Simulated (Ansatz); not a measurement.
# CO on Re(0001): change of the work function, part 4 of 4

Wanted: Δφ(θ) for CO/Re(0001), starting from the hcp site.

Ansatz 0.2.0; plane-wave DFT, PBE, Ansatz PAW (the session's first sound run).

So far, work function, upper face (eV): step 2 (the clean slab) 4.98; step 3 (38 atoms, coverage 0.111 ML, cell 3x3) 5.44; step 4 (18 atoms, coverage 0.25 ML, cell 2x2) 5.94; step 5 (20 atoms, coverage 0.5 ML, cell 2x2) 6.47.

## 6. The covered slab, k-mesh 12×12×1, coverage 1 ML

System of this step: CO/Re(0001). The cell holds 6 atoms: 4 Re, 1 C and 1 O. Cell: a = 2.760 Å, b = 2.760 Å, c = 27.444 Å, α = 90.0°, β = 90.0°, γ = 60.0°. Vacuum lies along c.

Another coverage, to see how the dipoles act on each other as their distance changes.

input.yaml reads:

```yaml
crystal:
  lattice:
    - [2.76, 0.0, 0.0]
    - [1.38, 2.3902301144, 0.0]
    - [0.0, 0.0, 27.4437457879]
  atoms:
    - { symbol: Re, position: [0.6666666667, 0.6666666667, 0.3279435712] }
    - { symbol: Re, position: [0.0, 0.0, 0.4091533309] }
    - { symbol: Re, position: [0.6666666667, 0.6666666667, 0.4938417142] }
    - { symbol: Re, position: [0.0, 0.0, 0.5708787624] }
    - { symbol: C, position: [0.6666666667, 0.6666666667, 0.6297881463] }
    - { symbol: O, position: [0.6666666667, 0.6666666667, 0.6720564288] }
kpoints:
  mp_grid: { grid: [12, 12, 1] }
hamiltonian:
  xc: pbe
scf:
  occupations: { method: fermi_dirac, width: 0.1 }
  convergence: { dr2_threshold: 1.0e-08 }
efield:
  axis: 3
  dipole_correction: true
  ramp_position: 0.97
  ramp_width: 0.06
relax:
  f_tol: 0.02
  max_steps: 60
  constraints: [{ sites: [0, 1] }]
output:
  bader: true
  write_potential: true
  write_density: true
  volumetric_format: npy
```

The run is started by

```sh
> ansatz run input.yaml --threads 4 --pin off --max-ram 12288MiB --backend cpu --events-out ev --progress --plain --runs-dir out
```

Numbers of over 12 decimals in the logs are rounded to 6 here.

Output:

```text
[...]
Crystal: 6 atoms, lattice volume = 181.047 Å³
Basis set: ecut = 420 eV, 3529 PW (Γ), exchange–correlation on 40×40×384 points (8 copies of the dense FFT grid, shifted against one another)
Bands: 42, of which v1, the nominal top of the filled ones, is band 35 counted from 1 (34 counted from 0)
Symmetry: 6 space group operations
[...]
- { symbol: C, position: [0.666667, 0.666667, 0.628985] }
    - { symbol: O, position: [0.666667, 0.666667, 0.672029] }
--- Bader charges: 6 sites ---
  site symbol  charge [e]  shift [e]
     0     Re     -0.0670     0.0001
     1     Re      0.0508     0.0001
     2     Re      0.0483     0.0001
     3     Re      0.3756     0.0013
     4      C      0.5510     0.0031
     5      O     -0.9586     0.0043
  estimated error of the sums over rays = 5.0e-4 e
[key lines of the parts left out:]
SCF converged after 7 iterations
Free energy (F): -44287.709863 eV
Fermi energy:    4.847084 eV
Dipole field:    D = -0.083842 V/Å  (p = -0.083886 e·Å, saw-weighted, corrected)
Work function:   Φ+ = 7.3177 eV   Φ− = 5.0168 eV
```

Run time: 29 s. Hardware: 4 threads of Arm Neoverse V1, shared host; peak memory 0.52 GiB.

Step by step:

| step | energy less that of the first step (eV) | largest force component (eV/Å) |
| --- | --- | --- |
| 1 | 0.0000 | 1.9022 |
| 2 | -0.0439 | 0.9050 |
| 3 | -0.0580 | 0.3955 |
| 4 | -0.0680 | 0.1269 |
| 5 | -0.0681 | 0.0065 |

The run keeps the 6 symmetry operations that it works with, so distortions that break them were not tested.

The atoms that moved most (Å):

| atom | dx | dy | dz | length |
| --- | --- | --- | --- | --- |
| Re3 | 0.000 | 0.000 | -0.048 | 0.048 |
| Re4 | 0.000 | 0.000 | 0.045 | 0.045 |
| C5 | 0.000 | 0.000 | -0.022 | 0.022 |

Final coordinates:

```cif
data_structure
_symmetry_space_group_name_H-M 'P 1'
_symmetry_Int_Tables_number 1
_cell_length_a 2.7600
_cell_length_b 2.7600
_cell_length_c 27.4437
_cell_angle_alpha 90.000
_cell_angle_beta 90.000
_cell_angle_gamma 60.000
_cell_volume 181.05
loop_
_atom_site_label
_atom_site_type_symbol
_atom_site_fract_x
_atom_site_fract_y
_atom_site_fract_z
_atom_site_occupancy
Re1 Re 0.66667 0.66667 0.32794 1
Re2 Re 0.00000 0.00000 0.40915 1
Re3 Re 0.66667 0.66667 0.49208 1
Re4 Re 0.00000 0.00000 0.57250 1
C5 C 0.66667 0.66667 0.62898 1
O6 O 0.66667 0.66667 0.67203 1
```

Running mean over 2.2287 Å of the planar mean; the ramp of the sawtooth is left out. Electron's electrostatic potential energy less the Fermi level against z:

z (Å), electron's electrostatic potential energy less the Fermi level (eV) and a bar from the least value:
```
        4        5.0 ###########################
        5        5.0 ###########################
        6        4.9 ###########################
        7        3.5 #########################
        8       -6.2 ############
        9      -13.2 ##
       10      -13.5 ##
       11      -13.5 ##
       12      -13.1 ##
       13      -13.2 ##
       14      -13.7 ##
       15      -13.9 #
       16      -14.9 
       17       -9.3 ########
       18       -4.5 ##############
       19        1.9 #######################
       20        6.7 #############################
       21        7.3 ##############################
       22        7.3 ##############################
       23        7.3 ##############################
       24        7.3 ##############################
```

The relaxation took 5 steps and lowered the energy by 0.068 eV; the largest force on the free atoms ends at 0.0065 eV/Å.

The covered face has 7.32 eV, +2.34 eV against the clean one; the bare back face has moved by -0.11 eV, a measure of how thin the slab is.

## 7. Work function against coverage

This step: plane-wave DFT, PBE, Ansatz PAW; work function against coverage (Ansatz 0.2.0).

The runs are now put side by side.

This step gave:

```yaml
work_function_of_the_clean_face: 4.977 eV
largest_change_of_the_work_function: 2.341 eV
```

Work function of the covered face against coverage:

| coverage (adsorbates/nm²) | work function of the covered face (eV) |
| --- | --- |
| 0.00 | 4.98 |
| 1.68 | 5.44 |
| 3.79 | 5.94 |
| 7.58 | 6.47 |
| 15.16 | 7.32 |

The dipole per adsorbate comes from the change of the cell's dipole. Coverage, by row:

| coverage (1/nm²) | coverage (ML) | work function (eV) | change (eV) | dipole per adsorbate, positive end outwards (debye) | mean height of the added atoms over the highest substrate atom (Å) |
| --- | --- | --- | --- | --- | --- |
| 1.684 | 0.1111 | 5.443 | 0.4667 | -0.752 | 2.033 |
| 3.79 | 0.25 | 5.943 | 0.9663 | -0.695 | 2.036 |
| 7.579 | 0.5 | 6.469 | 1.492 | -0.538 | 2.01 |
| 15.16 | 1 | 7.318 | 2.341 | -0.43 | 2.141 |

## 8. The 0.25 ML cell at another level of theory, functional revpbe

This step: plane-wave DFT, revPBE, Ansatz PAW (Ansatz 0.2.0).

System of this step: CO/Re(0001). The cell holds 18 atoms: 16 Re, 1 C and 1 O. Cell: a = 5.520 Å, b = 5.520 Å, c = 27.444 Å, α = 90.0°, β = 90.0°, γ = 60.0°. Vacuum lies along c.

The geometry is kept and the functional is revPBE.

input.yaml reads:

```yaml
crystal:
  lattice:
    - [5.5199999999, 0.0, 0.0]
    - [2.76, 4.7804602288, 0.0]
    - [0.0, 0.0, 27.4437457879]
  atoms:
    - { symbol: Re, position: [0.3333333333, 0.3333333333, 0.3279435712] }
    - { symbol: Re, position: [0.0, 0.0, 0.4091533309] }
    - { symbol: Re, position: [0.3333333333, 0.3333333333, 0.495095779] }
    - { symbol: Re, position: [0.0, 0.0, 0.5693330418] }
    - { symbol: Re, position: [0.3333333333, 0.8333333333, 0.3279435712] }
    - { symbol: Re, position: [0.0, 0.5, 0.4091533309] }
    - { symbol: Re, position: [0.3322630833, 0.8338684584, 0.493065417] }
    - { symbol: Re, position: [-0.0080016644, 0.5040008322, 0.5720129237] }
    - { symbol: Re, position: [0.8333333333, 0.3333333333, 0.3279435712] }
    - { symbol: Re, position: [0.5, 0.0, 0.4091533309] }
    - { symbol: Re, position: [0.8338684584, 0.3322630833, 0.493065417] }
    - { symbol: Re, position: [0.5040008322, -0.0080016644, 0.5720129237] }
    - { symbol: Re, position: [0.8333333333, 0.8333333333, 0.3279435712] }
    - { symbol: Re, position: [0.5, 0.5, 0.4091533309] }
    - { symbol: Re, position: [0.8338684584, 0.8338684584, 0.493065417] }
    - { symbol: Re, position: [0.5040008322, 0.5040008322, 0.5720129237] }
    - { symbol: C, position: [0.3333333333, 0.3333333333, 0.6243398638] }
    - { symbol: O, position: [0.3333333333, 0.3333333333, 0.6680915768] }
kpoints:
  mp_grid: { grid: [6, 6, 1] }
hamiltonian:
  xc: revpbe
scf:
  occupations: { method: fermi_dirac, width: 0.1 }
  convergence: { dr2_threshold: 1.0e-08 }
efield:
  axis: 3
  dipole_correction: true
  ramp_position: 0.97
  ramp_width: 0.06
output:
  write_potential: true
  write_density: true
  volumetric_format: npy
```

Output:

```text
[...]
Crystal: 18 atoms, lattice volume = 724.189 Å³
Basis set: ecut = 420 eV, 14125 PW (Γ)
Bands: 150, of which v1, the nominal top of the filled ones, is band 125 counted from 1 (124 counted from 0)
Symmetry: 6 space group operations
[...]
k-points: 7 of 36 (time reversal used)
[...]
SCF iter   1: F=—  HF=-174849.035240 eV  |F-HF|=—  |Δ(HF+E_count)|=         —  Δρ=1.05e-2  dr2=5.39e0  ethr=1.77e-3  p=-0.238 e·Å  D=-5.94e-2 V/Å  ΔV_dip=1.63 eV  dr2_dipole=1.56e0  V_vac-E_F(+/−)=6.61/4.98 eV  ⟨swp⟩=9.1  Hψ=5203  notcnv=0  defer=2
[...]
SCF iter  11: F=-174848.810369 eV  HF=-174848.810369 eV  |F-HF|=1.69e-9  |Δ(HF+E_count)|=   6.18e-8  Δρ=3.14e-7  dr2=1.57e-9  ethr=4.00e-12  p=-0.123 e·Å  D=-3.06e-2 V/Å  ΔV_dip=0.84 eV  dr2_dipole=4.78e-10  V_vac-E_F(+/−)=5.82/4.98 eV  ⟨swp⟩=9.1  Hψ=3067  notcnv=0
SCF 1 converged in 11 iterations: F = -174848.810369 eV  dr2 = 1.57e-9
[...]
SCF converged after 11 iterations
Free energy (F): -174848.810369 eV
[...]
Internal energy: -174848.412468 eV  (E = F + TS)
E sigma→0 (E₀):  -174848.611419 eV
Entropy (-TS):   -0.397900 eV (-22.106 meV/atom)
Fermi energy:    4.540167 eV
Dipole field:    D = -0.030604 V/Å  (p = -0.122482 e·Å, saw-weighted, corrected)
Work function:   Φ+ = 5.8200 eV   Φ− = 4.9801 eV
[...]
--- Band table (eV; the first three rows and the last of 7) ---
  k-point 0: bands = [... 121 lower, 4.9638, 4.9638, 5.1617, 5.2770, 5.2770, 5.7427, 5.7427, 6.0621, ... 21 higher]
  k-point 1: bands = [... 121 lower, 4.5248, 4.5875, 4.6563, 5.0460, 5.0751, 5.3337, 5.4335, 5.4812, ... 21 higher]
  k-point 2: bands = [... 121 lower, 4.0729, 4.0835, 4.1151, 4.1303, 4.2525, 4.3728, 4.8899, 4.9256, ... 21 higher]
  k-point 6: bands = [... 121 lower, 4.1763, 4.1882, 4.3359, 4.5757, 4.6809, 4.7328, 4.7750, 4.9009, ... 21 higher]
```

Run time: 35 s. Hardware: 4 threads; peak memory 2.5 GiB.

Numbers from this step:

| Quantity | Value |
| --- | --- |
| energy at zero smearing | -174848.6114 eV |
| work function, upper face | 5.820 eV |
| work function, lower face | 4.980 eV |
| dipole along the normal | -0.1225 e·Å |
| step between the vacuum levels | 0.8399 eV |

The work function comes to 5.82 eV, -0.12 eV from the first level.

## 9. The 0.25 ML cell at another level of theory, functional LDA

This step: plane-wave DFT, LDA, Ansatz PAW (Ansatz 0.2.0).

The geometry is kept and the functional is LDA.

input.yaml, as its differences from that of step 8:

```diff
@@ -27,3 +27,3 @@
 hamiltonian:
-  xc: revpbe
+  xc: lda
 scf:
```

Output:

```text
[...]
Crystal: 18 atoms, lattice volume = 724.189 Å³
Basis set: ecut = 420 eV, 14125 PW (Γ)
Bands: 150, of which v1, the nominal top of the filled ones, is band 125 counted from 1 (124 counted from 0)
Symmetry: 6 space group operations
[...]
k-points: 7 of 36 (time reversal used)
[...]
SCF iter   1: F=—  HF=-170510.047112 eV  |F-HF|=—  |Δ(HF+E_count)|=         —  Δρ=1.34e-2  dr2=7.01e0  ethr=1.77e-3  p=-0.238 e·Å  D=-5.94e-2 V/Å  ΔV_dip=1.63 eV  dr2_dipole=1.78e0  V_vac-E_F(+/−)=7.03/5.40 eV  ⟨swp⟩=9.6  Hψ=5500  notcnv=0  defer=1
[...]
SCF iter  10: F=-170509.657297 eV  HF=-170509.657297 eV  |F-HF|=3.85e-8  |Δ(HF+E_count)|=   3.61e-7  Δρ=6.81e-7  dr2=6.96e-9  ethr=4.00e-12  p=-0.126 e·Å  D=-3.14e-2 V/Å  ΔV_dip=0.86 eV  dr2_dipole=4.37e-10  V_vac-E_F(+/−)=6.26/5.40 eV  ⟨swp⟩=9.6  Hψ=3103  notcnv=0
SCF 1 converged in 10 iterations: F = -170509.657297 eV  dr2 = 6.96e-9
[...]
SCF converged after 10 iterations
Free energy (F): -170509.657297 eV
[...]
Internal energy: -170509.256011 eV  (E = F + TS)
E sigma→0 (E₀):  -170509.456654 eV
Entropy (-TS):   -0.401286 eV (-22.294 meV/atom)
Fermi energy:    4.112933 eV
Dipole field:    D = -0.031346 V/Å  (p = -0.125449 e·Å, saw-weighted, corrected)
Work function:   Φ+ = 6.2621 eV   Φ− = 5.4019 eV
[...]
--- Band table (eV; the first three rows and the last of 7) ---
  k-point 0: bands = [... 121 lower, 4.5470, 4.5470, 4.7872, 4.8665, 4.8665, 5.3048, 5.3048, 5.7054, ... 21 higher]
  k-point 1: bands = [... 121 lower, 4.1199, 4.1865, 4.2660, 4.6180, 4.6464, 4.9573, 5.0308, 5.0925, ... 21 higher]
  k-point 2: bands = [... 121 lower, 3.6447, 3.6582, 3.6846, 3.7022, 3.8123, 3.9267, 4.4505, 4.4805, ... 21 higher]
  k-point 6: bands = [... 121 lower, 3.7345, 3.7487, 3.9074, 4.1199, 4.2329, 4.2828, 4.3290, 4.4539, ... 21 higher]
```

Run time: 33 s. Hardware: 4 threads; peak memory 2.4 GiB.

This step gave:

| Quantity | Value |
| --- | --- |
| energy at zero smearing | -170509.4567 eV |
| work function, upper face | 6.262 eV |
| work function, lower face | 5.402 eV |
| dipole along the normal | -0.1254 e·Å |
| step between the vacuum levels | 0.8602 eV |

The work function comes to 6.26 eV, +0.32 eV from the first level.

## 10. The 0.25 ML cell at another level of theory, functional RPBE

This step: plane-wave DFT, RPBE, Ansatz PAW (Ansatz 0.2.0).

The geometry is kept and the functional is RPBE.

input.yaml, as its differences from that of step 9:

```diff
@@ -27,3 +27,3 @@
 hamiltonian:
-  xc: lda
+  xc: rpbe
 scf:
```

Output:

```text
[...]
Crystal: 18 atoms, lattice volume = 724.189 Å³
Basis set: ecut = 420 eV, 14125 PW (Γ)
Bands: 150, of which v1, the nominal top of the filled ones, is band 125 counted from 1 (124 counted from 0)
Symmetry: 6 space group operations
[...]
k-points: 7 of 36 (time reversal used)
[...]
k-point 0: bands = [... 121 lower, 4.9799, 4.9799, 5.1733, 5.2932, 5.2932, 5.7600, 5.7600, 6.0746, ... 21 higher]
  k-point 1: bands = [... 121 lower, 4.5399, 4.6029, 4.6714, 5.0626, 5.0917, 5.3475, 5.4489, 5.4958, ... 21 higher]
  k-point 2: bands = [... 121 lower, 4.0895, 4.1009, 4.1332, 4.1474, 4.2699, 4.3905, 4.9076, 4.9432, ... 21 higher]
  k-point 6: bands = [... 121 lower, 4.1940, 4.2056, 4.3529, 4.5948, 4.7001, 4.7521, 4.7934, 4.9202, ... 21 higher]
[key lines of the parts left out:]
SCF converged after 11 iterations
Free energy (F): -174909.435911 eV
Fermi energy:    4.557186 eV
Dipole field:    D = -0.031068 V/Å  (p = -0.124338 e·Å, saw-weighted, corrected)
Work function:   Φ+ = 5.8145 eV   Φ− = 4.9619 eV
```

The job ended after 35 s (4 threads; peak memory 2.5 GiB; 2.3 min of CPU time).

The work function comes to 5.81 eV, -0.13 eV from the first level.

## 11. Side by side

Times are for 4 threads of Arm Neoverse V1, shared host. Results by setting:

| no. | functional | work function, upper face (eV) | dipole along the normal (e·Å) | time | memory (GiB) |
| --- | --- | --- | --- | --- | --- |
| 1 | revpbe | 5.820 | -0.1225 | 35 s | 2.5 |
| 2 | lda | 6.262 | -0.1254 | 33 s | 2.4 |
| 3 | rpbe | 5.815 | -0.1243 | 35 s | 2.5 |

## 12. The same run with other settings

This step: plane-wave DFT, PBE, Ansatz PAW, but for the change named below (Ansatz 0.2.0).

System of this step: CO/Re(0001). The cell holds 6 atoms: 4 Re, 1 C and 1 O. Cell: a = 2.760 Å, b = 2.760 Å, c = 27.444 Å, α = 90.0°, β = 90.0°, γ = 60.0°. Vacuum lies along c.

An input spoilt on purpose, to show how the run answers: it repeats the earlier run at 1 ML with hamiltonian.xc from pbe to gga, and scf.max_iter set to 50.

input.yaml reads:

```yaml
crystal:
  lattice:
    - [2.76, 0.0, 0.0]
    - [1.38, 2.3902301144, 0.0]
    - [0.0, 0.0, 27.4437457879]
  atoms:
    - { symbol: Re, position: [0.6666666667, 0.6666666667, 0.3279435712] }
    - { symbol: Re, position: [0.0, 0.0, 0.4091533309] }
    - { symbol: Re, position: [0.6666666667, 0.6666666667, 0.4938417142] }
    - { symbol: Re, position: [0.0, 0.0, 0.5708787624] }
    - { symbol: C, position: [0.6666666667, 0.6666666667, 0.6297881463] }
    - { symbol: O, position: [0.6666666667, 0.6666666667, 0.6720564288] }
kpoints:
  mp_grid: { grid: [12, 12, 1] }
hamiltonian:
  xc: gga
scf:
  occupations: { method: fermi_dirac, width: 0.1 }
  convergence: { dr2_threshold: 1.0e-08 }
  max_iter: 50
efield:
  axis: 3
  dipole_correction: true
  ramp_position: 0.97
  ramp_width: 0.06
relax:
  f_tol: 0.02
  max_steps: 60
  constraints: [{ sites: [0, 1] }]
output:
  bader: true
  write_potential: true
  write_density: true
  volumetric_format: npy
```

Output:

```text
Error: YAML parse error: error: line 16 column 7: hamiltonian.xc: unknown variant `gga`, expected one of `lda`, `lda-pw`, `pw92`, `pbe`, `pbesol`, `rpbe`, `revpbe`, `blyp`, `pbe0`, `revpbe0`, `b3lyp`, `b3lyp5`, `hse06`, `wpbeh`, `hiss`, `lc_wpbe`, `cam_b3lyp`, `hf`, `r2scan`, `r2scanh`, `r2scan0`, `r2scan50`, `mr2scan`
  --> <input>:16:7
   |
14 |   mp_grid: { grid: [12, 12, 1] }
15 | hamiltonian:
16 |   xc: gga
   |       ^ hamiltonian.xc: unknown variant `gga`, expected one of `lda`, `lda-pw`, `pw92`, `pbe`, `pbesol`, `rpbe`, `revpbe`, `blyp`, `pbe0`, `revpbe0`, `b3lyp`, `b3lyp5`, `hse06`, `wpbeh`, `hiss`, `lc_wpbe`, `cam_b3lyp`, `hf`, `r2scan`, `r2scanh`, `r2scan0`, `r2scan50`, `mr2scan`
17 | scf:
18 |   occupations: { method: fermi_dirac, width: 0.1 }
   |
```

Run time: 0.02 s. Hardware: 4 threads; peak memory 0.021 GiB.

The input was rejected at the start.

The program's message: “Error: YAML parse error: error: line 16 column 7: hamiltonian.xc: unknown variant `gga`, expected one of `lda`, `lda-pw`, `pw92`, `pbe`, `pbesol`, `rpbe`, `revpbe`, `blyp`, `pbe0`, `revpbe0`, `b3lyp`, …”

The fault put into the input: an unknown functional.

## 13. The same run with other settings

This step: plane-wave DFT, PBE, Ansatz PAW (Ansatz 0.2.0).

System of this step: Re(0001). The cell holds 4 atoms: 4 Re. Its edges and angles: a = 2.760 Å, b = 2.760 Å, c = 24.686 Å, α = 90.0°, β = 90.0°, γ = 60.0°. Vacuum lies along c.

An input spoilt on purpose, to show how the run answers: it repeats the earlier run at 0 ML with efield.ramp_position from 0.97 to 0.475, and scf.max_iter set to 50.

input.yaml, the sections that differ from step 12:

```yaml
crystal:
  lattice:
    - [2.76, 0.0, 0.0]
    - [1.38, 2.3902301144, 0.0]
    - [0.0, 0.0, 24.6861]
  atoms:
    - { symbol: Re, position: [0.6666666667, 0.6666666667, 0.3645776368] }
    - { symbol: Re, position: [0.0, 0.0, 0.4548592123] }
    - { symbol: Re, position: [0.6666666667, 0.6666666667, 0.5451407877] }
    - { symbol: Re, position: [0.0, 0.0, 0.6354223632] }
hamiltonian:
  xc: pbe
efield:
  axis: 3
  dipole_correction: true
  ramp_position: 0.475
  ramp_width: 0.06
output:
  write_potential: true
  write_density: true
  volumetric_format: npy
# kpoints, scf, relax: as in step 12
```

Output:

```text
The last accepted step is kept in <dir> (removed where the run ends without a failure and the disk answers)
Engine: ansatz 0.2.0, aarch64-unknown-linux-gnu
Pseudopotentials: kind: paw
Pseudopotential: Re, paw, valence charge 15, recommended cutoff 420 eV (normal), Re.paw.azcp
Functional definition: PBE
  parameter kappa = 0.804
  parameter beta = 0.066725
  exchange = pbe_x(kappa = kappa, mu = beta*pi^2/3)
  correlation = pbe_c(beta = beta)
Crystal: 4 atoms, lattice volume = 162.855 Å³
Basis set: ecut = 420 eV, 3161 PW (Γ), exchange–correlation on 40×40×360 points (8 copies of the dense FFT grid, shifted against one another)
Bands: 36, of which v1, the nominal top of the filled ones, is band 30 counted from 1 (29 counted from 0)
Symmetry: 6 space group operations
k-points: 19 of 144 (time reversal used)
Non-local potential: Re, projectors of the file, l = 0: 3, l = 1: 2, l = 2: 2, l = 3: 1
PAW form: soft (Blöchl's): semilocal exchange-correlation on the pseudo side does not see the compensation charge
PAW one-centre angular grid: Re, 590 points (default); XC on 64 Gauss nodes
Initial density: superposition of atomic densities (neutral atoms: chi_scale 0, normalization atom), corrected by the library's trained network
Initial wavefunctions: pseudopotential atomic-orbital guess
Functional: x = pbe(κ = 0.804, μ = 0.219515), c = pbe(β = 0.066725)
Error: efield: ion 2 (Re) at fractional coordinate 0.5451 along the field axis lies inside the sawtooth ramp with 2 of the planes that the density is read on at each end, [0.4639, 0.5461] — the ramp must sit in vacuum (an ion there feels the fictitious reversed slope); set or move the ramp (efield.ramp_position / ramp_width) or move the geometry
```

Elapsed: 0.17 s, on 4 threads; peak memory 0.26 GiB.

The input was rejected at the start.

The program's message: “Error: efield: ion 2 (Re) at fractional coordinate 0.5451 along the field axis lies inside the sawtooth ramp with 2 of the planes that the density is read on at each end, [0.4639, 0.5461] — the ramp m …”

The fault put into the input: the ramp among the atoms.

## 14. What came out

| Item | Value |
| --- | --- |
| work function of the clean face | 4.98 eV |
| work function at 0.11 ML | 5.44 eV |
| work function at 0.25 ML | 5.94 eV |
| work function at 0.5 ML | 6.47 eV |
| work function at 1 ML | 7.32 eV |
| dipole per adsorbate at 0.11 ML, positive end outwards | -0.75 D |

CO raises the work function of Re(0001) at the lowest coverage, by 0.47 eV: the adsorbate layer has its negative end outwards. The dipole per adsorbate falls from 0.75 to 0.43 D as the layer fills. Neighbouring dipoles depolarise each other, and heights and bonding change with coverage too. The slab has 4 layers, at the tabulated experimental lattice constant, one starting site was run, and quantum-size effects of a slab this thin can reach one or two tenths of an eV.

[Logs are printed without paths, hosts, clocks, repeated set-up lines and the standing remarks that a program may print on its own settings, such as how far it seeks lower states.]

[Hosts, paths, dates, database ids (printed as entryN), source tags and the programs' standing remarks are cut or masked in the printed files.]

[Maps of the electrostatic potential energy from Ansatz leave out the sawtooth potential of an applied field or a dipole correction, so their vacuum need not be flat; planar profiles and work functions include it.]
